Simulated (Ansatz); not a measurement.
# LiY (built on the sites of a database entry of LiIn): following an unstable mode

Wanted: the energy along a soft mode of LiY (built on the sites of a database entry of LiIn) and the structure at the end.

Method: DFT PBEsol, scalar-relativistic, plane waves, PAW, in Ansatz 0.2.0.

The structure was built from a prototype and need not be the compound's stable phase.

### 1. Starting point

The structure is cubic, space group Fd-3m (No. 227). The conventional cell has a = 7.388 Å, b = 7.388 Å, c = 7.388 Å, α = 90.00°, β = 90.00°, γ = 90.00°. Li has 4 Li at 3.20 Å and 4 Y at 3.20 Å nearest. Nearest to Y lie 4 Li at 3.20 Å and 4 Y at 3.20 Å. Farther neighbours are not listed.

### 2. Phonons on a q mesh

The cell comes from relaxations at this level that are not shown. Stability and thermal properties need the whole zone. Linear response on a 4×4×4 q mesh gives force constants as far as a supercell of that size would.

Contents of input.yaml:

```yaml
crystal:
  lattice:
    - [0.0, 3.6938399398, 3.6938399398]
    - [3.6938399398, 0.0, 3.6938399398]
    - [3.6938399398, 3.6938399398, 0.0]
  atoms:
    - { symbol: Li, position: [0.5, 0.5, 0.5] }
    - { symbol: Li, position: [0.75, 0.75, 0.75] }
    - { symbol: "Y", position: [0.0, 0.0, 0.0] }
    - { symbol: "Y", position: [0.25, 0.25, 0.25] }
kpoints:
  mp_grid: { grid: [12, 12, 12] }
hamiltonian:
  xc: pbesol
scf:
  occupations: { method: methfessel_paxton, width: 0.2 }
output:
  eigenvalues: true
phonons:
  method: dfpt
  qmesh: [4, 4, 4]
  temperatures: { t_max: 1000, t_step: 50 }
  qpath:
    path:
      - [[0.0, 0.0, 0.0], [0.5, 0.0, 0.5], [0.625, 0.25, 0.625]]
      - [[0.375, 0.375, 0.75], [0.0, 0.0, 0.0], [0.5, 0.5, 0.5], [0.5, 0.25, 0.75], [0.5, 0.0, 0.5]]
    npoints: 10
```

Command:

```sh
$ ansatz run input.yaml --threads 4 --pin off --max-ram 14336MiB --backend cpu --events-out ev --progress --plain --runs-dir out
```

Numbers of over 12 decimals in the logs are rounded to 6 here.

Output:

```text
Warning: phonons: the dynamical matrix that this run interpolates holds no multipole term above the dipole-dipole one, and a site of this crystal is no centre of inversion, so its interpolated transverse optical and acoustic branches and sound speeds can stay off near Gamma, and the density of states and the thermodynamics with them. What a run solves at a wave vector of phonons.qpoints, Gamma apart, where the deck admits one, is free of this, and under fd what a larger phonons.supercell samples
Engine: ansatz 0.2.0, aarch64-unknown-linux-gnu
Pseudopotentials: kind: paw
Pseudopotential: Li, paw, valence charge 3, recommended cutoff 420 eV (normal), Li.paw.azcp
Pseudopotential: Y, paw, valence charge 11, recommended cutoff 420 eV (normal), Y.paw.azcp
Functional definition: PBEsol
  exchange = pbesol_x
  correlation = pbesol_c
Crystal: 4 atoms, lattice volume = 100.801 Å³
Basis set: ecut = 420 eV, 1989 PW (Γ), exchange–correlation on 72×72×72 points (8 copies of the dense FFT grid, shifted against one another)
Bands: 18, of which v1, the nominal top of the filled ones, is band 14 counted from 1 (13 counted from 0)
Symmetry: 48 space group operations
k-points: 72 of 1728
Non-local potential: Li, projectors of the file, l = 0: 3, l = 1: 2, l = 2: 1
Non-local potential: Y, projectors of the file, l = 0: 3, l = 1: 2, l = 2: 2, l = 3: 1
PAW form: soft (Blöchl's): semilocal exchange-correlation on the pseudo side does not see the compensation charge
PAW frozen core: Y, regenerated for the run's functional, and the local potential with it (the file was generated under x = pbe(κ = 0.804, μ = 0.219515), c = pbe(β = 0.066725))
PAW one-centre angular grid: Li, 110 points (default); XC on 64 Gauss nodes
PAW one-centre angular grid: Y, 590 points (default); XC on 64 Gauss nodes
Initial density: superposition of atomic densities (neutral atoms: chi_scale 0, normalization atom), corrected by the library's trained network
Initial wavefunctions: pseudopotential atomic-orbital guess
Functional: x = pbesol(κ = 0.804, μ = 0.123457), c = pbesol(β = 0.046)
SCF iter   1: F=—  HF=-7994.904172 eV  |F-HF|=—  |Δ(HF+E_count)|=         —  Δρ=2.51e-3  dr2=6.39e-3  ethr=1.77e-3  ⟨swp⟩=5.0  Hψ=12291  notcnv=0
automatic band count: the SCF goes on with 22 bands, as 18 were too few: they end inside the smearing window of the response
preconditioner: auto → Kerker (q_TF=auto, 2.204 Å⁻¹)  [metal: Δε(μ)=0.008 eV  Ē_g=3.254 eV  σ=0.200 eV  W_gap=0.03  n_scr=14 (ndim 8)  ℏωp=10.5 eV  f_vac=0.000  D(μ)=3.24/eV (n_scr^D=26)]
SCF iter   2: F=—  HF=-7994.901462 eV  |F-HF|=—  |Δ(HF+E_count)|=   2.71e-3  S|Δr|=    0.00e0  Δρ=1.28e-3  dr2=1.49e-3  ethr=2.28e-5  ⟨swp⟩=2.0  Hψ=2664  notcnv=0
SCF iter   3: F=—  HF=-7994.901050 eV  |F-HF|=—  |Δ(HF+E_count)|=   4.12e-4  S|Δr|=    0.00e0  Δρ=2.27e-4  dr2=4.21e-5  ethr=5.32e-6  ⟨swp⟩=2.0  Hψ=2557  notcnv=0
SCF iter   4: F=—  HF=-7994.901053 eV  |F-HF|=—  |Δ(HF+E_count)|=   3.72e-6  S|Δr|=    0.00e0  Δρ=4.60e-5  dr2=2.70e-6  ethr=1.50e-7  ⟨swp⟩=2.3  Hψ=2104  notcnv=0
SCF iter   5: F=—  HF=-7994.901054 eV  |F-HF|=—  |Δ(HF+E_count)|=   6.24e-7  S|Δr|=    0.00e0  Δρ=1.40e-5  dr2=3.20e-7  ethr=9.63e-9  ⟨swp⟩=1.5  Hψ=1623  notcnv=0
SCF iter   6: F=—  HF=-7994.901054 eV  |F-HF|=—  |Δ(HF+E_count)|=   1.89e-8  S|Δr|=    0.00e0  Δρ=2.35e-6  dr2=6.34e-9  ethr=1.14e-9  ⟨swp⟩=2.0  Hψ=1839  notcnv=0
SCF iter   7: F=—  HF=-7994.901054 eV  |F-HF|=—  |Δ(HF+E_count)|=   1.03e-9  S|Δr|=    0.00e0  Δρ=6.26e-7  dr2=3.93e-10  ethr=2.26e-11  ⟨swp⟩=2.2  Hψ=2604  notcnv=0
SCF iter   8: F=—  HF=-7994.901054 eV  |F-HF|=—  |Δ(HF+E_count)|=  3.82e-11  S|Δr|=    0.00e0  Δρ=1.13e-7  dr2=1.36e-11  ethr=1.40e-12  ⟨swp⟩=2.3  Hψ=2488  notcnv=0
SCF iter   9: F=-7994.901054 eV  HF=-7994.901054 eV  |F-HF|=1.82e-12  |Δ(HF+E_count)|=  7.28e-12  S|Δr|=    0.00e0  Δρ=2.33e-8  dr2=2.83e-13  ethr=1.00e-12  ⟨swp⟩=7.0  Hψ=5634  notcnv=0
SCF 1 converged in 9 iterations: F = -7994.901054 eV  dr2 = 2.83e-13
  greatest PAW one-centre occupation: 1.000 electrons in one spin orbital (limit 2), on the Li atom at site 1 (counted from 0), in its partial waves of l = 0
Initial density: read from a saved state, or passed on in memory by an earlier SCF of this step, an earlier step, the calling program or the single point that the run made first
iter 1 solved again at ethr=4.88e-8 eV; its pass at ethr=3.10e-3 eV (dr2=1.37e-5 eV) is discarded
SCF iter   1: F=—  HF=-7994.901054 eV  |F-HF|=—  |Δ(HF+E_count)|=         —  Δρ=1.83e-7  dr2=4.19e-11  ethr=4.88e-8  ⟨swp⟩=4.2  Hψ=9702  notcnv=0
eigensolver tolerance schedule: the retry pair's looser diagonalisation over-reported the residual by 326225.85 of it (diagonalisation noise at an unbounded share of the residual, at the tolerance the schedule requests for it); recorded, not acted on — ethr = c·dr2/N_el stays at c = 1.0e-1
preconditioner: auto → Kerker (q_TF=auto, 2.204 Å⁻¹)  [metal: Δε(μ)=0.004 eV  Ē_g=2.023 eV  σ=0.200 eV  W_gap=0.02  n_scr=14 (ndim 8)  ℏωp=10.5 eV  f_vac=0.000  D(μ)=3.28/eV (n_scr^D=26)]
SCF iter   2: F=—  HF=-7994.901054 eV  |F-HF|=—  |Δ(HF+E_count)|=   1.58e-7  S|Δr|=    0.00e0  Δρ=9.29e-8  dr2=9.68e-12  ethr=1.00e-12  ⟨swp⟩=1.9  Hψ=4902  notcnv=0
SCF iter   3: F=-7994.901054 eV  HF=-7994.901054 eV  |F-HF|=4.55e-12  |Δ(HF+E_count)|=  9.09e-13  S|Δr|=    0.00e0  Δρ=6.25e-8  dr2=4.22e-12  ethr=1.00e-12  ⟨swp⟩=1.0  Hψ=2880  notcnv=0
SCF 2 converged in 3 iterations: F = -7994.901054 eV  dr2 = 4.22e-12
phonons: the bands overlap, so this run is a metal and interpolates without the dipole-dipole term. If the crystal is really an insulator or semiconductor, its LO-TO splitting is missing
NSCF: frozen V_eff on 72 k-points
NSCF: frozen V_eff on 163 k-points
DFPT response loops at q = (0, 0, 0) (fractional): preconditioner auto → Kerker (q_TF=auto, 2.204 Å⁻¹) (partly filled bands, converged f_vac=0.000); β = 1.00, the filter's whole step (`scf.mixing.beta` (0.50) is not read by the response loops under this deck's `scf.mixing.preconditioner`; to damp them name `kerker` or `kerker_dos`, under which they read `scf.mixing.beta`, and type it under 1.00, their step now; both keys bind the ground state too); Broyden in place of MSR1
NSCF: frozen V_eff on 1872 k-points
DFPT response loops at q = (0, 0, 0.25) (fractional): mixed as the last ones told, above
NSCF: frozen V_eff on 952 k-points
DFPT response loops at q = (0, 0, -0.5) (fractional): mixed as the last ones told, above
NSCF: frozen V_eff on 1020 k-points
DFPT response loops at q = (0, 0.25, 0.25) (fractional): mixed as the last ones told, above
NSCF: frozen V_eff on 3456 k-points
DFPT response loops at q = (0, 0.25, -0.5) (fractional): mixed as the last ones told, above
NSCF: frozen V_eff on 1872 k-points
DFPT response loops at q = (0, 0.25, -0.25) (fractional): mixed as the last ones told, above
NSCF: frozen V_eff on 560 k-points
DFPT response loops at q = (0, -0.5, -0.5) (fractional): mixed as the last ones told, above
NSCF: frozen V_eff on 1020 k-points
DFPT response loops at q = (0.25, -0.5, -0.25) (fractional): mixed as the last ones told, above
SCF converged after 9 iterations
Stability not checked: this state was not tested for a lower state beside it, because cold or Methfessel-Paxton smearing, or corrected tetrahedra, fill the levels in a way that the test cannot read (fill_not_monotonic; see scf.lower_state_search)
Free energy (F): -7994.901054 eV
Harris-Foulkes:  -7994.901054 eV  (|F-HF|=1.82e-12)
Internal energy: -7994.903718 eV  (E = F + TS)
E sigma→0 (E₀):  -7994.901720 eV
Entropy (-TS):   0.002664 eV (0.666 meV/atom)
Fermi energy:    6.448230 eV
--- Per-component energies (eV) ---
  E_band       = -456.485966
  E_kinetic    = 652.966745
  E_local      = -1664.762864  (includes V_loc(G=0)·N_el)
  E_nonlocal   = 38.289028
  E_hartree    = 535.580346
  E_xc         = -362.623329
  E_vxc        = -421.225507  (∫ρ·V_xc dr)
  E_paw        = -5586.347172  (= ΣΔE_a)
  E_vpaw       = -132.914085  (= ΣTr[D̂ρ^β])
  E_aug_tail   = 0.000035  (compensation charges beyond the density's cutoff)
  E_ewald      = -1608.304053
  E_core_change = 0.297546  (= ΣΔE_core)
  E_smearing   = 0.002664  (= −TS)
  E_closure    = -0.000000  (closes the sum)
  Σ components = -7994.901054   (vs F -7994.901054, Δ=0.00e0)
--- Band table (eV; the first three rows and the last of 72) ---
  k-point 0: bands = [... 10 lower, 2.2126, 6.3890, 6.3890, 6.4782, 6.4782, 6.4782, 7.4200, 7.4200, ... 4 higher]
  k-point 1: bands = [... 10 lower, 2.2773, 6.1920, 6.1920, 6.4703, 6.7195, 6.7195, 7.2618, 7.4122, ... 4 higher]
  k-point 2: bands = [... 10 lower, 2.4668, 6.0139, 6.0139, 6.3962, 6.9325, 6.9887, 6.9887, 7.4292, ... 4 higher]
  k-point 71: bands = [... 10 lower, 4.9850, 4.9850, 5.3003, 5.3003, 6.8723, 6.8723, 7.4721, 7.4721, ... 4 higher]
--- Phonons (Γ-DFPT): 2 representative perturbations + reference (Σ response iterations 6) ---
  ASR residual: 2.957e-5 → 0.000e0 eV/Å²; symmetrization residual: 7.045e-7 eV/Å²
  ASR residual per site (eV/Å²): 3.17e-6 3.17e-6 2.96e-5 2.96e-5
  Γ frequencies (cm⁻¹): 0.00 0.00 0.00 105.09 105.09 105.09 241.64 241.64 241.64 301.73 301.73 301.73
--- Phonons (arbitrary-q DFPT): 8 irreducible q on the 4×4×4 mesh ---
  q = [0.0000, 0.0000, 0.0000] (star 1, of the zone-centre solve; hermiticity 4.69e-7, symmetrization 1.33e-13): -0.00 0.00 0.00 105.09 105.09 105.09 241.64 241.64 241.64 301.73 301.73 301.73
  q = [0.0000, 0.0000, 0.2500] (star 8, 2 solved perturbations on 936 of 1728 k-point pairs; hermiticity 6.43e-7, symmetrization 3.25e-13): 21.93 21.93 32.10 97.18 103.55 103.55 250.66 250.66 264.51 292.63 299.17 299.17
  q = [0.0000, 0.0000, -0.5000] (star 4, 2 solved perturbations on 476 of 1728 k-point pairs; hermiticity 1.03e-5, symmetrization 6.18e-6): 6.37 28.10 28.10 99.78 104.89 104.89 261.97 261.97 278.60 288.75 294.15 294.15
  q = [0.0000, 0.2500, 0.2500] (star 6, 4 solved perturbations in 1608 linear systems a pass and spin channel, the states on 510 of 1728 k-point pairs; hermiticity 4.87e-7, symmetrization 2.72e-13): -22.14 -22.14 51.16 90.34 99.52 99.52 254.87 254.87 269.00 292.41 292.54 292.54
  q = [0.0000, 0.2500, -0.5000] (star 24, 4 solved perturbations in 5328 linear systems a pass and spin channel, the states on 1728 of 1728 k-point pairs; hermiticity 5.06e-7, symmetrization 6.40e-8): -44.65 -42.61 39.21 81.09 110.54 115.29 261.32 262.36 275.12 280.72 288.36 292.48
  q = [0.0000, 0.2500, -0.2500] (star 12, 4 solved perturbations in 2892 linear systems a pass and spin channel, the states on 936 of 1728 k-point pairs; hermiticity 3.62e-7, symmetrization 1.61e-13): -30.70 -27.48 21.08 86.33 111.22 115.61 259.02 259.15 272.16 284.76 295.07 296.57
  q = [0.0000, -0.5000, -0.5000] (star 3, 4 solved perturbations in 886 linear systems a pass and spin channel, the states on 280 of 1728 k-point pairs; hermiticity 2.93e-7, symmetrization 2.34e-7): -60.60 -60.60 72.69 72.69 116.40 116.40 264.23 264.23 279.02 279.02 280.17 280.17
  q = [0.2500, -0.5000, -0.2500] (star 6, 4 solved perturbations in 1544 linear systems a pass and spin channel, the states on 510 of 1728 k-point pairs; hermiticity 7.50e-6, symmetrization 2.45e-6): -49.66 -49.66 57.01 57.01 118.65 118.65 268.48 268.48 272.45 272.45 289.62 289.62
  sum rule: each row above includes the acoustic sum rule's correction from the zone centre's row sums; it moved no ω² by more than (0.35 cm⁻¹)²
  mesh force constants: q→R imaginary residual 4.45e-18; ASR residual 2.957e-5 → 0.000e0 eV/Å²; symmetrization residual 2.887e-15 eV/Å²
  interpolated dispersion: 62 rows × 12 modes
  density of states and harmonic sums: on the 16×16×16 q-mesh, interpolated from the force constants of a 4×4×4 supercell (no non-analytic term)
  largest difference from the sums on the solved wave vectors: F 4.26e-3 eV, S 5.48e-6 and C_V 6.93e-7 eV/K
  zero-point energy: 0.124614 eV/cell   skipped modes (ω ≤ 0): 222, of them read as no rigid motion or as one in doubt: 219 (1.648e0 modes/cell left out, lowest -60.60 cm⁻¹)   left out of the sums: 1.37e-1 of the cell's modes: C_V's classical limit lies that fraction below 3 k_B per atom; for a crystal, a wire or a layer, F and S can be off by more, and a phonons.interpolated_qmesh denser along its periods is the remedy for the sampling
```

It took 14 min on 4 threads of Arm Neoverse V1, shared host; peak memory 6.9 GiB; 55 min of CPU time.

Numbers from this step:

```
volume per atom                                         : 25.20 Å³
gap on the k-mesh                                       : 0 eV
sum-rule residual before enforcement                    : 2.96e-5 eV/Å²
lowest frequency on the path                            : -60.60 cm⁻¹
point group                                             : m-3m
highest frequency on the path or at a solved wavevector : 301.7 cm⁻¹
highest optical mode at the zone centre (no LO-TO term) : 301.7 cm⁻¹
lowest optical zone-centre mode                         : 105.1 cm⁻¹
lowest mode on the q mesh (acoustic modes at Γ apart)   : -60.6 cm⁻¹
```

Frequencies (cm⁻¹) solved at each irreducible wavevector; negative means imaginary. Frequencies by wavevector, by row:

```csv
q in reciprocal lattice units,star,mode 1,mode 2,mode 3,mode 4,mode 10,mode 11,mode 12
0 0 0,1,0,0,0,105.1,301.7,301.7,301.7
0 0 0.25,8,21.9,21.9,32.1,97.2,292.6,299.2,299.2
0 0 -0.5,4,6.4,28.1,28.1,99.8,288.8,294.1,294.1
0 0.25 0.25,6,-22.1,-22.1,51.2,90.3,292.4,292.5,292.5
0 0.25 -0.5,24,-44.6,-42.6,39.2,81.1,280.7,288.4,292.5
0 0.25 -0.25,12,-30.7,-27.5,21.1,86.3,284.8,295.1,296.6
0 -0.5 -0.5,3,-60.6,-60.6,72.7,72.7,279,280.2,280.2
0.25 -0.5 -0.25,6,-49.7,-49.7,57,57,272.4,289.6,289.6
```

Interpolated from a 4×4×4 q mesh. Phonon branches along the path, in cm⁻¹:

```csv
point,branch 1,branch 2,branch 3,branch 4,branch 9,branch 10,branch 11,branch 12
Γ,0,0,0,105,242,302,302,302
halfway,-22,-22,51,90,269,292,292,292
X,-61,-61,73,73,279,279,280,280
halfway,-59,-58,64,73,275,278,282,285
U,-52,-51,46,74,272,276,286,290
jump to K,-52,-51,46,74,272,276,286,290
halfway,-14,-9,35,89,270,289,296,300
Γ,0,0,0,105,242,302,302,302
halfway,22,22,32,97,264,293,299,299
L,6,28,28,100,279,289,294,294
halfway,-37,-35,26,82,276,280,292,294
W,-50,-50,57,57,272,272,290,290
halfway,-56,-56,65,65,275,275,286,286
X,-61,-61,73,73,279,279,280,280
```

Symmetry leaves 8 wavevectors to solve. The lowest mode among them, the acoustic zeros apart, lies at q = (0, -0.5, -0.5) and is imaginary, 60.6i cm⁻¹, so the energy falls along it.

### 3. The mode frozen in, largest atomic shift 0 Å

The mode followed lies at q = (0.25, -0.5, -0.25) with frequency 49.7i cm⁻¹ and is 2-fold degenerate, one of the unstable modes though not the softest. At small amplitude the distorted cell has space group no. 12 by a symmetry search on the positions. The undistorted cell that holds it gives the zero of energy on the same k mesh.

System of this step: LiY (built on the sites of a database entry of LiIn). The structure is cubic, space group Fd-3m (No. 227). The conventional cell has a = 7.388 Å, b = 7.388 Å, c = 7.388 Å, α = 90.00°, β = 90.00°, γ = 90.00°. Nearest to Li lie 4 Li at 3.20 Å and 4 Y at 3.20 Å. Nearest to Y lie 4 Li at 3.20 Å and 4 Y at 3.20 Å. Farther neighbours are not listed.

Contents of input.yaml:

```yaml
crystal:
  lattice:
    - [0.0, 0.0, -7.3876798796]
    - [7.3876798796, 0.0, 0.0]
    - [3.6938399398, -7.3876798796, -3.6938399398]
  atoms:
    - { symbol: Li, position: [0.5, 0.0, 0.0] }
    - { symbol: Li, position: [0.0, 0.5, 0.0] }
    - { symbol: Li, position: [0.25, 0.25, 0.5] }
    - { symbol: Li, position: [0.75, 0.75, 0.5] }
    - { symbol: Li, position: [0.375, 0.375, 0.75] }
    - { symbol: Li, position: [0.875, 0.875, 0.75] }
    - { symbol: Li, position: [0.125, 0.625, 0.25] }
    - { symbol: Li, position: [0.625, 0.125, 0.25] }
    - { symbol: "Y", position: [0.5, 0.5, 0.0] }
    - { symbol: "Y", position: [0.0, 0.0, 0.0] }
    - { symbol: "Y", position: [0.25, 0.75, 0.5] }
    - { symbol: "Y", position: [0.75, 0.25, 0.5] }
    - { symbol: "Y", position: [0.625, 0.625, 0.25] }
    - { symbol: "Y", position: [0.125, 0.125, 0.25] }
    - { symbol: "Y", position: [0.375, 0.875, 0.75] }
    - { symbol: "Y", position: [0.875, 0.375, 0.75] }
kpoints:
  mp_grid: { grid: [6, 6, 6] }
hamiltonian:
  xc: pbesol
scf:
  occupations: { method: methfessel_paxton, width: 0.2 }
output:
  forces: true
  stress: true
  eigenvalues: true
```

Output:

```text
[...]
Crystal: 16 atoms, lattice volume = 403.203 Å³
Basis set: ecut = 420 eV, 7881 PW (Γ), exchange–correlation on 100×100×128 points (8 copies of the dense FFT grid, shifted against one another)
Bands: 72, of which v1, the nominal top of the filled ones, is band 56 counted from 1 (55 counted from 0)
Symmetry: 64 space group operations
[...]
k-points: 30 of 216
[...]
k-point 0: bands = [... 52 lower, 5.7344, 6.3893, 6.3893, 6.4784, 6.4785, 6.4785, 6.8725, 6.8725, ... 12 higher]
  k-point 1: bands = [... 52 lower, 6.0014, 6.1782, 6.4461, 6.5237, 6.5237, 6.8330, 6.8756, 6.8756, ... 12 higher]
  k-point 2: bands = [... 52 lower, 6.0402, 6.6154, 6.6567, 6.6567, 6.7514, 6.8816, 6.8816, 6.8816, ... 12 higher]
  k-point 29: bands = [... 52 lower, 5.7758, 5.7758, 5.7766, 5.7766, 6.7241, 6.7241, 6.8037, 6.8037, ... 12 higher]
[key lines of the parts left out:]
SCF converged after 6 iterations
Free energy (F): -31979.604652 eV
Fermi energy:    6.448434 eV
P = ⅓ Tr σ = -0.0212 GPa (-0.212 kbar)
```

It took 14 s on 4 threads; peak memory 1.3 GiB; 56 s of CPU time.

Numbers from this step:

```
pressure                         : -0.02122 GPa
energy from the undistorted cell : 0 meV/atom
```

The run ends at a pressure of -0.02 GPa.

(Part 1 of 2 ends here.)

[Logs are printed without paths, hosts, clocks, repeated set-up lines and the standing remarks that a program may print on its own settings, such as how far it seeks lower states.]

[Hosts, paths, dates, database ids (printed as entryN), source tags and the programs' standing remarks are cut or masked in the printed files.]
